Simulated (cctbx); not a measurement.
**A crystallographic session in cctbx: K3RbAg2**

Library: cctbx 2025.11. The data are simulated by the first script.

## 1. Simulate the data

run.py:

```python
from cctbx import adptbx, crystal, miller, sgtbx, xray
from cctbx.array_family import flex
from iotbx.shelx import hklf
from scitbx import matrix
import scitbx.random

cs = crystal.symmetry(unit_cell=(8.072, 8.072, 13.159, 90, 90, 120), space_group_symbol='Hall: -P 6c 2c')  # P6_3/mmc
atoms = [  # label, site, U (iso, or U11 U22 U33 U12 U13 U23 in A^2), occupancy
    ("Ag1", (2/3, 1/3, 0.9371), 0.0066, 1),
    ("Rb1", (0, 0, 0.5), 0.0075, 1),
    ("K1", (0.6661, 0.83305, 0.75), 0.0115, 1),
]
xs = xray.structure(crystal_symmetry=cs)
for label, site, u, occ in atoms:
    u = adptbx.u_cif_as_u_star(cs.unit_cell(), u) if isinstance(u, tuple) else u
    xs.add_scatterer(xray.scatterer(label, site=site, u=u, occupancy=occ))
xs.set_inelastic_form_factors(1.54184, "sasaki")
xs.show_summary()
p1 = xs.expand_to_p1()
ms = miller.build_set(p1, anomalous_flag=True, d_min=0.83)
flex.set_random_seed(507854)
scitbx.random.set_random_seed(507854)
ms = ms.select(flex.random_double(ms.size()) < 0.7)
i = ms.structure_factors_from_scatterers(p1, algorithm="direct").f_calc().as_intensity_array().data()
i = i * 5000 / flex.max(i)
sig = flex.sqrt(i + flex.pow2(0.015 * i) + 8 ** 2)
noise = scitbx.random.variate(scitbx.random.normal_distribution())(i.size())
data = ms.array(data=i + sig * noise, sigmas=sig).set_observation_type_xray_intensity()
with open("data.hkl", "w") as f:
    data.export_as_shelx_hklf(f)
print("reflections written:", data.size(), " <I/sigma> = %.1f" % flex.mean(data.data() / data.sigmas()))
for h, a, b in list(data.sort("data"))[:12]:
    print("%4d%4d%4d %9.1f %7.1f" % (h + (a, b)))
```

```console
$ python run.py
```

```text
Number of scatterers: 3
At special positions: 3
Unit cell: (8.072, 8.072, 13.159, 90, 90, 120)
Space group: P 63/m m c (No. 194)
reflections written: 3813  <I/sigma> = 9.7
   4  -2   0    5076.8   103.4
  -2   4   0    5068.6   103.4
  -2  -2   0    5020.7   103.4
  -4   2   0    4921.7   103.4
   2  -1   2    3280.9    74.4
  -1  -1  -2    3265.3    74.4
  -1   2   2    3252.1    74.4
   2  -1  -2    3202.7    74.4
   1  -2   2    3202.5    74.4
  -1  -1   2    3180.0    74.4
   1   1  -2    3176.1    74.4
   1   1   2    3164.6    74.4
```

It took 0.45 s on 1 thread of Arm Neoverse N1, with other jobs on the host, peak memory 0.07 GiB.

## 2. Symmetry

run.py:

```python
from cctbx import crystal, sgtbx, statistics
from cctbx.array_family import flex
from iotbx.shelx import hklf

p1 = crystal.symmetry(unit_cell=(8.072, 8.072, 13.159, 90, 90, 120), space_group_symbol="P 1")
raw = hklf.reader(file_name="data.hkl").as_miller_arrays(crystal_symmetry=p1, anomalous=True)[0]
print(raw.size(), "reflections to d = %.3f A" % raw.d_min())
isig = raw.data() / raw.sigmas()
print("centring   violations  <I/sigma> of those")
best = "P"
for c in "ABCIRF":
    a = raw.customized_copy(space_group_info=sgtbx.space_group_info("Hall: %s 1" % c)).sys_absent_flags().data()
    m = flex.mean(isig.select(a))
    print("%5s %10d of %5d %8.1f" % (c, (isig.select(a) > 4).count(True), a.count(True), m))
    if (isig.select(a) > 4).count(True) < 0.01 * a.count(True):
        best = c
raw = raw.select(~raw.customized_copy(space_group_info=sgtbx.space_group_info("Hall: %s 1" % best)).sys_absent_flags().data())
isig = raw.data() / raw.sigmas()
rows = []
for s in sgtbx.space_group_symbol_iterator():
    g = sgtbx.space_group(s)
    if g.conventional_centring_type_symbol() != best or not g.is_compatible_unit_cell(p1.unit_cell(), 1e-3, 0.02):
        continue
    rows.append((s, g))
print("Laue class    unique    Rint  (classes that these axes allow; Friedel mates merged)")
rint = {}
for s, g in rows:
    laue = g.build_derived_patterson_group()
    key = laue.type().hall_symbol()
    if key not in rint:
        m = raw.customized_copy(space_group_info=laue.info(), anomalous_flag=False).merge_equivalents()
        rint[key] = m.r_int()
        print("%-14s %6d %7.3f" % (laue.type().lookup_symbol(), m.array().size(), m.r_int()))
floor = min(rint.values())
good = [(s, g) for s, g in rows if rint[g.build_derived_patterson_group().type().hall_symbol()] < 2 * floor + 0.03]
top = max(g.build_derived_patterson_group().order_z() for s, g in good)
print("space group    extra absences  I>4sigma  <I/sigma>")
for s, g in good:
    laue = g.build_derived_patterson_group()
    if laue.order_z() != top:
        continue
    a = raw.customized_copy(space_group_info=g.info()).sys_absent_flags().data()
    a &= ~raw.customized_copy(space_group_info=laue.info()).sys_absent_flags().data()
    bad = (isig.select(a) > 4).count(True)
    if bad <= 0.03 * a.count(True):
        print("%-16s %8d %10d %9s  %s" % (s.universal_hermann_mauguin(), a.count(True), bad, "%.1f" % flex.mean(isig.select(a)) if a.count(True) else "-", "centric" if g.is_centric() else "acentric"))
laue = max(good, key=lambda t: t[1].build_derived_patterson_group().order_z())[1].build_derived_patterson_group()
f = raw.customized_copy(space_group_info=laue.info(), anomalous_flag=False).merge_equivalents().array().eliminate_sys_absent().f_sq_as_f()
f.set_observation_type_xray_amplitude()
bins = max(3, min(8, f.size() // 12))
f.setup_binner(n_bins=bins)
w = statistics.wilson_plot(f, {e: n / laue.order_z() for e, n in {'Ag': 4.0, 'Rb': 2.0, 'K': 6.0}.items()}, e_statistics=True)
print("Wilson B = %.2f A^2   <|E^2-1|> = %.3f (0.968 centric, 0.736 acentric)   E^2>4: %.1f %%" % (w.wilson_b, w.mean_e_sq_minus_1, w.percent_e_sq_gt_2))
print("shell (A)         n   <I/sigma>")
m = raw.customized_copy(space_group_info=laue.info(), anomalous_flag=False).merge_equivalents().array().eliminate_sys_absent()
for b in m.setup_binner(n_bins=bins).range_used():
    sel = m.binner().selection(b)
    print("%5.2f - %4.2f %6d %8.1f" % (min(m.binner().bin_d_range(b)[0] if m.binner().bin_d_range(b)[0] > 0 else 99, 99), m.binner().bin_d_range(b)[1], sel.count(True), flex.mean((m.data() / m.sigmas()).select(sel))))
```

```console
$ python run.py
```

```text
3813 reflections to d = 0.830 A
centring   violations  <I/sigma> of those
    A       1060 of  1902      9.7
    B       1053 of  1870      9.6
    C       1097 of  1902      9.5
    I       1068 of  1885      9.6
    R       1515 of  2560      9.8
    F       1605 of  2837      9.6
Laue class    unique    Rint  (classes that these axes allow; Friedel mates merged)
P -1             2475   0.037
P 1 1 2/m        1404   0.043
P -3              911   0.044
P -3 1 m          518   0.047
P -3 m 1          560   0.047
P 6/m             483   0.048
P 6/m m m         325   0.049
space group    extra absences  I>4sigma  <I/sigma>
P 6 2 2                 0          0         -  acentric
P 63 2 2                9          0      -0.5  acentric
P 6 m m                 0          0         -  acentric
P 63 m c              226          0      -0.0  acentric
P -6 m 2                0          0         -  acentric
P -6 2 m                0          0         -  acentric
P -6 2 c              226          0      -0.0  acentric
P 6/m m m               0          0         -  centric
P 63/m m c            226          0      -0.0  centric
Wilson B = 0.89 A^2   <|E^2-1|> = 0.789 (0.968 centric, 0.736 acentric)   E^2>4: 1.4 %
shell (A)         n   <I/sigma>
13.16 - 1.66     54     38.3
 1.66 - 1.32     44     36.1
 1.32 - 1.15     37     31.3
 1.15 - 1.05     43     30.2
 1.05 - 0.97     39     28.2
 0.97 - 0.91     35     32.1
 0.91 - 0.87     38     26.8
 0.87 - 0.83     35     18.3
```

Time: 0.53 s.

## 3. Patterson map

run.py:

```python
from cctbx import crystal, maptbx
from iotbx.shelx import hklf

cs = crystal.symmetry(unit_cell=(8.072, 8.072, 13.159, 90, 90, 120), space_group_symbol='Hall: -P 6c 2c')  # P6_3/mmc
raw = hklf.reader(file_name="data.hkl").as_miller_arrays(crystal_symmetry=cs, anomalous=True)[0]
merged = raw.eliminate_sys_absent().merge_equivalents()
fo2 = merged.array().set_observation_type_xray_intensity()
f = fo2.average_bijvoet_mates().f_sq_as_f()
pm = f.patterson_map(symmetry_flags=maptbx.use_space_group_symmetry, sharpening=False, resolution_factor=0.25)
peaks = pm.peak_search(parameters=maptbx.peak_search_parameters(min_distance_sym_equiv=0.4, max_clusters=14)).all()
top = peaks.heights()[0]
print("Patterson group", f.patterson_symmetry().space_group_info())
print("      u       v       w   height  length (A)")
for x, h in zip(peaks.sites(), peaks.heights()):
    y = [t - round(t) for t in x]
    print("%7.3f %7.3f %7.3f %8.1f %8.2f" % (x + (1000 * h / top, cs.unit_cell().length(y))))
```

```console
$ python run.py
```

```text
Patterson group P 6/m m m
      u       v       w   height  length (A)
  0.000   0.000   0.000   1000.0     0.00
  0.333   0.667   0.500    386.2     8.06
  0.000   0.000   0.374    342.3     4.93
  0.333   0.667   0.065    248.0     4.74
  0.000   0.500   0.187    218.5     4.73
  0.000   0.000   0.500    180.8     6.58
  0.168   0.335   0.309    104.6     4.69
  0.165   0.329   0.256     76.7     4.08
  0.000   0.500   0.000     63.1     4.04
  0.172   0.344   0.500     27.4     7.01
  0.000   0.000   0.093     19.7     1.23
  0.044   0.157   0.034     18.9     1.22
  0.086   0.172   0.000     18.2     1.20
  0.000   0.076   0.080     17.9     1.22
```

Time: 0.48 s.

## 4. Charge flipping

run.py:

```python
import itertools
from cctbx import crystal, maptbx
from cctbx.array_family import flex
from iotbx.shelx import hklf
from smtbx.ab_initio import charge_flipping as cf

cs = crystal.symmetry(unit_cell=(8.072, 8.072, 13.159, 90, 90, 120), space_group_symbol='Hall: -P 6c 2c')  # P6_3/mmc
raw = hklf.reader(file_name="data.hkl").as_miller_arrays(crystal_symmetry=cs, anomalous=True)[0]
merged = raw.eliminate_sys_absent().merge_equivalents()
fo2 = merged.array().set_observation_type_xray_intensity()
f = fo2.average_bijvoet_mates().f_sq_as_f().resolution_filter(d_min=0.83)
p1 = f.expand_to_p1()
p1.setup_binner_counting_sorted(reflections_per_bin=max(40, p1.size() // 12))
work = p1.array(data=p1.data() / p1.amplitude_quasi_normalisations().data())
flex.set_random_seed(40095)
it = cf.weak_reflection_improved_iterator(delta=None, weak_reflection_fraction=0.2)
it.start(work, phases=flex.random_double(p1.size()) * 6.2832, f_000=0)
it.delta = 1.1 * it.rho_map.sigma()
print("cycle      R  skewness")
for n, st in enumerate(itertools.islice(it, 150)):
    if n % 12 == 0:
        print("%5d %6.3f %8.2f" % (n, st.r1_factor(), st.rho_map.skewness()))
rho = p1.phase_transfer(it.f_calc).fft_map().apply_volume_scaling()
polish = cf.low_density_elimination_iterator(constant_rho_c=rho.sigma())
polish.start(f_obs=p1, phases=it.f_calc, f_000=0)
for _ in range(8):
    next(polish)
print("origin shift          correlation  skewness")
maps = []
for fc, shift, cc in itertools.islice(cf.f_calc_symmetrisations(f, polish.f_calc, 0), 4):
    m = f.phase_transfer(fc).fft_map(symmetry_flags=maptbx.use_space_group_symmetry, resolution_factor=0.25).apply_sigma_scaling()
    maps.append((m.skewness(), cc, m))
    print("%6.3f %6.3f %6.3f %10.3f %9.2f" % (tuple(shift) + (cc, m.skewness())))
skew, cc, m = max((t for t in maps if t[1] > maps[0][1] - 0.04), key=lambda t: t[0])
print("taken: symmetry correlation %.3f, skewness %.2f" % (cc, skew))
peaks = m.peak_search(parameters=maptbx.peak_search_parameters(min_distance_sym_equiv=0.9, max_clusters=8)).all()
sps = cs.special_position_settings(min_distance_sym_equiv=0.5)
print("peak      x       y       z  mult  height/sigma")
for k, (x, h) in enumerate(zip(peaks.sites(), peaks.heights())):
    ss = sps.site_symmetry(x)
    print("Q%-3d %7.4f %7.4f %7.4f %4d %8.1f" % ((k + 1,) + tuple(t % 1 for t in ss.exact_site()) + (ss.multiplicity(), h)))
```

```console
$ python run.py
```

```text
cycle      R  skewness
    0  0.637     0.43
   12  0.510     4.52
   24  0.317     7.78
   36  0.290     7.27
   48  0.286     7.07
   60  0.284     7.17
   72  0.279     7.03
   84  0.282     6.98
   96  0.282     6.88
  108  0.290     6.96
  120  0.279     6.96
  132  0.282     6.88
  144  0.273     6.92
origin shift          correlation  skewness
 0.032  0.096  0.201      0.793      0.44
 0.700  0.430  0.459      0.770      1.29
 0.138  0.259  0.346      0.777      0.37
 0.029  0.099  0.357      0.758      0.92
taken: symmetry correlation 0.770, skewness 1.29
peak      x       y       z  mult  height/sigma
Q1    0.3333  0.6667  0.2500    2      8.7
Q2    0.3333  0.6667  0.6406    4      5.5
Q3    0.1660  0.3320  0.5566   12      5.2
Q4    0.0000  0.5000  0.0000    6      4.8
Q5    0.3333  0.6667  0.1659    4      3.7
Q6    0.1723  0.3446  0.1676   12      3.2
Q7    0.0750  0.3402  0.0308   24      3.1
Q8    0.0165  0.5083  0.1483   12      2.9
```

Time: 1.4 s.

## 5. Charge flipping

run.py, as its changes from the last script of this kind:

```diff
@@ -13,3 +13,2 @@
-p1.setup_binner_counting_sorted(reflections_per_bin=max(40, p1.size() // 12))
-work = p1.array(data=p1.data() / p1.amplitude_quasi_normalisations().data())
-flex.set_random_seed(40095)
+work = p1
+flex.set_random_seed(40096)
@@ -20,2 +19,2 @@
-for n, st in enumerate(itertools.islice(it, 150)):
-    if n % 12 == 0:
+for n, st in enumerate(itertools.islice(it, 300)):
+    if n % 25 == 0:
```

```console
$ python run.py
```

```text
cycle      R  skewness
    0  0.653     0.37
   25  0.476     4.29
   50  0.349     7.57
   75  0.296     7.25
  100  0.275     7.10
  125  0.270     7.08
  150  0.260     6.96
  175  0.260     6.95
  200  0.256     6.91
  225  0.275     7.00
  250  0.272     6.94
  275  0.258     6.90
origin shift          correlation  skewness
 0.002  0.572  0.001      0.768      1.13
 0.015  0.632  0.317      0.774      1.46
 0.344  0.307  0.249      0.778      0.69
 0.012  0.630  0.252      0.765      1.17
taken: symmetry correlation 0.774, skewness 1.46
peak      x       y       z  mult  height/sigma
Q1    0.3333  0.6667  0.7500    2     13.3
Q2    0.0000  0.0000  0.1820    4      5.6
Q3    0.1728  0.3456  0.0676   12      4.0
Q4    0.2910  0.5821  0.2500    6      3.9
Q5    0.3333  0.6667  0.1025    4      3.7
Q6    0.2347  0.6173  0.1728   12      3.1
Q7    0.0858  0.3340  0.2500   12      3.0
Q8    0.0864  0.4576  0.9918   24      3.0
```

Time: 1.5 s.

## 6. Charge flipping

run.py, as its changes from the last script of this kind:

```diff
@@ -13,2 +13,3 @@
-work = p1
-flex.set_random_seed(40096)
+p1.setup_binner_counting_sorted(reflections_per_bin=max(40, p1.size() // 12))
+work = p1.array(data=p1.data() / p1.amplitude_quasi_normalisations().data())
+flex.set_random_seed(40097)
@@ -19,2 +20,2 @@
-for n, st in enumerate(itertools.islice(it, 300)):
-    if n % 25 == 0:
+for n, st in enumerate(itertools.islice(it, 450)):
+    if n % 37 == 0:
```

```console
$ python run.py
```

```text
cycle      R  skewness
    0  0.642     0.29
   37  0.300     7.32
   74  0.281     7.09
  111  0.274     6.92
  148  0.273     6.81
  185  0.264     6.94
  222  0.267     6.80
  259  0.257     6.82
  296  0.263     6.92
  333  0.259     6.76
  370  0.262     6.87
  407  0.263     6.86
  444  0.264     6.89
origin shift          correlation  skewness
 0.695  0.894  0.132      0.790      0.41
 0.297  0.456  0.101      0.768      0.87
 0.977  0.804  0.355      0.750      1.04
 0.541  0.738  0.006      0.769      0.95
taken: symmetry correlation 0.769, skewness 0.95
peak      x       y       z  mult  height/sigma
Q1    0.3333  0.6667  0.0851    4      7.5
Q2    0.0000  0.0000  0.1106    4      5.3
Q3    0.1708  0.3417  0.0934   12      4.7
Q4    0.0000  0.0000  0.0000    2      4.4
Q5    0.2911  0.5823  0.0184   12      3.9
Q6    0.3333  0.6667  0.7044    4      3.6
Q7    0.1947  0.3895  0.2500    6      3.5
Q8    0.2555  0.6277  0.5475   12      3.1
```

Run time: 1.7 s on 1 thread of Arm Neoverse N1, on a shared host, peak memory 0.08 GiB.

[Logs are printed without paths, hosts, clocks, repeated set-up lines and the standing remarks that a program may print on its own settings, such as how far it seeks lower states.]
